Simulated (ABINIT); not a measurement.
# A GW chain in ABINIT: KZnF3 (Pm-3m), part 3 of 3

Aim: the G0W0 gap of KZnF3 (Pm-3m) on LDA, step by step.

ABINIT 10.8.3; LDA and many-body steps on it, plane waves. Known limits of the many-body steps: not at the basis limit; d shell near the gap, gap tends to lie low; coarse k mesh.

So far. Step 4 (Empty states on the mesh, 2×2×2 mesh, 75 bands): On this mesh the gap is 3.736 eV. Step 5 (Screening, 2×2×2 mesh, 69 bands, screening to 106.1 eV): Local fields lower ε∞ by 5 %. On a Γ-centred mesh this coarse the value itself is usually too large, while a short band sum pulls it down.

### 6. Self-energy, 2×2×2 mesh, 69 bands, screening to 106.1 eV

The self-energy is evaluated for the states that the input lists, and the levels follow from it, in one-shot runs by the linearised quasiparticle equation.

This step: G0W0 on LDA, plane waves, norm-conserving pseudopotentials.

Input file run.abi:

```
acell 3*1.0 Angstrom
rprim 
  4.050000000000 0.000000000000 0.000000000000
  0.000000000000 4.050000000000 0.000000000000
  0.000000000000 0.000000000000 4.050000000000
ntypat 3
znucl 19 30 9
natom 5
typat 1 2 3 3 3
xred 
  0.000000000000 0.000000000000 0.000000000000
  0.500000000000 0.500000000000 0.500000000000
  0.500000000000 0.500000000000 0.000000000000
  0.000000000000 0.500000000000 0.500000000000
  0.500000000000 0.000000000000 0.500000000000
pp_dirpath "pseudos"
pseudos "K.upf, Zn.upf, F.upf"
ecut 36
ngkpt 2 2 2
nshiftk 1
shiftk 0 0 0
kptopt 1
chksymbreak 0
istwfk *1
occopt 1
irdwfk 1
optdriver 4
nband 69
gwcalctyp 0
ecutsigx 36
symsigma 1
nkptgw 2
kptgw 
  0.5000000000 0.5000000000 0.5000000000
  0.0000000000 0.0000000000 0.0000000000
bdgw 
  24 28
  23 28
ecuteps 3.9
irdscr 1
ppmodel 1
indata_prefix "in"
outdata_prefix "out"
tmpdata_prefix "tmp"
```

On the command line:

```
OMP_NUM_THREADS=1 mpirun -n 4 abinit run.abi > log
```

Numbers of over 12 decimals in the logs are rounded to 6 here.

Log:

```text
.Version 10.8.3 of ABINIT. v10.8.2 released Aug 2026.

 Symmetries : space group Pm -3 m (#221); Bravais cP (primitive cubic)
[... echo of the input left out ...]
== DATASET  1 ==================================================================
-   mpi_nproc: 4, omp_nthreads: 1 (-1 if OMP is not activated)

--- !DatasetInfo
iteration_state: {dtset: 1, }
dimensions: {natom: 5, nkpt: 4, mband: 69, nsppol: 1, nspinor: 1, nspden: 1, mpw: 4680, }
cutoff_energies: {ecut:  36.0, pawecutdg:  -1.0, }
electrons: {nelect:   5.00000000E+01, charge:   0.00000000E+00, occopt:   1.00000000E+00, tsmear:   1.00000000E-02, }

 SIGMA: Calculation of the GW corrections

 Based on a program developped by R.W. Godby, V. Olevano, G. Onida, and L. Reining.
 Incorporated in ABINIT by V. Olevano, G.-M. Rignanese, and M. Torrent.
.Using double precision arithmetic ; gwpc =  8

[... cell and pseudopotentials left out ...]
--------------------------------------------------------------------------------

 ==== K-mesh for the wavefunctions ====
 Number of points in the irreducible wedge :     4
[... list of points left out ...]
 Together with 48 symmetry operations and time-reversal symmetry
 yields     8 points in the full Brillouin Zone.

 ==== Q-mesh for screening function ====
 Number of points in the irreducible wedge :     4
[... list of points left out ...]
 Together with 48 symmetry operations and time-reversal symmetry
 yields     8 points in the full Brillouin Zone.

 vcoul_init : cutoff-mode = AUXILIARY_FUNCTION
 q-points for optical limit:   1
     1)      0.000010    0.000020    0.000030
 setmesh: FFT mesh size selected  =    45x   45x   45
          total number of points  =        91125

 Number of electrons calculated from density =   50.0000; Expected =   50.0000
 average of density, n =  0.111534
 r_s =    1.2887
 omega_plasma =   32.2151 [eV]

 === KS Band Gaps ===
  >>>> For spin  1
   Minimum direct gap =   5.4333 [eV], located at k-point      :   0.0000  0.0000  0.0000
   Fundamental gap    =   3.7358 [eV], Top of valence bands at :   0.5000  0.5000  0.5000
                                       Bottom of conduction at :   0.0000  0.0000  0.0000
 SIGMA fundamental parameters:
 PLASMON POLE MODEL  1
 number of plane-waves for SigmaX                 4625
 number of plane-waves for SigmaC and W            171
 number of plane-waves for wavefunctions          4625
 number of bands                                    69
 number of independent spin polarizations            1
 number of spinorial components                      1
 number of k-points in IBZ                           4
 number of q-points in IBZ                           4
 number of symmetry operations                      48
 number of k-points in BZ                            8
 number of q-points in BZ                            8
 number of frequencies for dSigma/dE                 9
 frequency step for dSigma/dE [eV]                0.25
 number of omega for Sigma on real axis              0
 max omega for Sigma on real axis  [eV]           0.00
 zcut for avoiding poles [eV]                     0.10

 EPSILON^-1 parameters (SCR file):
 dimension of the eps^-1 matrix on file            171
 dimension of the eps^-1 matrix used               171
 number of plane-waves for wavefunctions          4625
 number of bands                                    69
 number of q-points in IBZ                           4
 number of frequencies                               2
 number of real frequencies                          1
 number of imag frequencies                          1

 matrix elements of self-energy operator (all in [eV])

 Perturbative Calculation

--- !SelfEnergy_ee
iteration_state: {dtset: 1, }
kpoint     : [   0.500,    0.500,    0.500, ]
spin       : 1
KS_gap     :    8.371
QP_gap     :   12.900
Delta_QP_KS:    4.530
data: !SigmaeeData |
     Band     E0 <VxcDFT>   SigX SigC(E0)      Z dSigC/dE  Sig(E)    E-E0       E
       24   1.578 -28.882 -36.326   5.260   0.819  -0.221 -30.670  -1.789  -0.211
       25   1.578 -28.882 -36.326   5.260   0.819  -0.221 -30.670  -1.789  -0.211
       26   9.949 -11.845  -5.795  -2.946   0.883  -0.133  -9.104   2.741  12.690
       27   9.949 -11.845  -5.795  -2.946   0.883  -0.133  -9.104   2.741  12.690
       28   9.949 -11.845  -5.795  -2.946   0.883  -0.133  -9.104   2.741  12.690

--- !SelfEnergy_ee
iteration_state: {dtset: 1, }
kpoint     : [   0.000,    0.000,    0.000, ]
spin       : 1
KS_gap     :    5.433
QP_gap     :    9.435
Delta_QP_KS:    4.002
data: !SigmaeeData |
     Band     E0 <VxcDFT>   SigX SigC(E0)      Z dSigC/dE  Sig(E)    E-E0       E
       23  -0.120 -22.302 -29.749   5.430   0.804  -0.244 -23.924  -1.622  -1.741
       24  -0.120 -22.302 -29.749   5.430   0.804  -0.244 -23.924  -1.622  -1.741
       25  -0.120 -22.302 -29.749   5.430   0.804  -0.244 -23.924  -1.622  -1.741
       26   5.314 -13.917  -8.336  -2.861   0.875  -0.143 -11.537   2.380   7.694
       27  10.205 -10.303  -4.442  -2.820   0.894  -0.119  -7.584   2.719  12.924
       28  10.205 -10.303  -4.442  -2.820   0.894  -0.119  -7.584   2.719  12.924

== END DATASET(S) ==============================================================
================================================================================

 -outvars: echo values of variables after computation  --------
           etotal      0.0000000000E+00
            nband          69
             nkpt           4
          spgroup         221
 [... the other variables as echoed above ...]

 Calculation completed.
```

Run time: 5.1 s. Hardware: 4 MPI ranks of Arm Neoverse V1, shared host; peak memory 0.38 GiB.

Numbers from this step:

* G0W0 gap on the points computed: 7.905 eV
* starting gap on the mesh: 3.736 eV
* k of the valence top: 0.5, 0.5, 0.5
* k of the conduction bottom: 0, 0, 0
* Z at the valence top: 0.819
* Z at the conduction bottom: 0.875
* least direct G0W0 gap on the computed points: 9.435 eV

The gap on the mesh goes from 3.74 eV to 7.91 eV, a correction of +4.17 eV.

Limits: finite bands, cutoff and mesh; d shell near the gap, gap tends to lie low; coarse k mesh. v1 is the top filled band, c1 the lowest empty one. The levels before and after the correction (eV, zero at the valence-band top of each column):

```
           conduction bottom  valence top
Kohn-Sham               3.74         0.00
     G0W0               7.91         0.00
```

```
                         level  energy (eV)
Kohn-Sham  (0.5 0.5 0.5) v2-v1        0.000
Kohn-Sham  (0.5 0.5 0.5) c1-c3        8.371
Kohn-Sham              Γ v3-v1       -1.697
Kohn-Sham                 Γ c1        3.736
Kohn-Sham              Γ c2-c3        8.627
     G0W0  (0.5 0.5 0.5) v2-v1        0.000
     G0W0  (0.5 0.5 0.5) c1-c3       12.901
     G0W0              Γ v3-v1       -1.530
     G0W0                 Γ c1        7.905
     G0W0              Γ c2-c3       13.135
```

### 7. Where the time went

Times are wall times on 4 MPI ranks of Arm Neoverse V1, shared host, good to a factor of about two.

```
                          step   time  share  memory (GiB)
                  ground state   43 s   33 %          0.35
bands along the symmetry lines   54 s   41 %          0.38
      empty states on the mesh   20 s   16 %           0.3
                     screening  8.3 s    6 %          0.64
                   self-energy  5.1 s    4 %          0.38
```

### 8. Summary of results

| Quantity | Value |
| --- | --- |
| LDA gap | 3.74 eV, indirect |
| G0W0 gap on the mesh | 7.91 eV |
| GW settings | 2×2×2 mesh, 69 bands, screening to 106.1 eV, Godby-Needs plasmon pole |
| known limits | not at the basis limit; d shell near the gap, gap tends to lie low; coarse k mesh |

G0W0 moves the gap on the mesh from 3.74 eV to 7.91 eV (+4.17 eV), with Z of 0.82 and 0.88 at the edges. Local fields lower the RPA ε∞ on this mesh from 2.51 to 2.38; a Γ-centred mesh this coarse tends to raise both, most where the direct gap is narrow, while a short band sum lowers them. Only 2 of the mesh's irreducible points were corrected, so a valley elsewhere could overtake. Bands and cutoff are finite, so the gap is not at the basis limit. The miss can reach some tenths of an eV and take either sign; the mesh is an error of its own. In the G0W0 run levels were corrected at 2 k points alone, so a gap called «on the mesh» is the least over those, and an edge elsewhere would be missed. The 2×2×2 mesh is coarse for this cell, which bears on the long-range parts of exchange and screening. This is the ideal cubic cell; many perovskites, halides above all, are cubic only on average, and local tilts or off-centring can widen the gap. A d shell, filled or nearly so, lies near the gap. One-shot GW converges very slowly in bands there, not always from below, and on a semilocal start the gap tends to come out low; starts rich in exact exchange can overshoot instead.

[Paths, hosts, dates, memory and timing lines, banners, echoed tables and standing remarks are left out of the program output.]

[Logs are printed without paths, hosts, clocks, repeated set-up lines and the standing remarks that a program may print on its own settings, such as how far it seeks lower states.]

[Runs of the session that timed out or met a known fault of the program may be left out.]

[Hosts, paths, dates, database ids (printed as entryN), source tags and the programs' standing remarks are cut or masked in the printed files.]

[G0W0 gaps are taken among the corrected bands and points alone; a level outside them can change the order at an edge.]

[Where Ansatz stands beside ABINIT at settings called matched, ABINIT's density can come from a denser mesh and the files from another edition; pairs whose starting gaps differed by over 0.03 eV were left out, so agreement reads better than it is.]
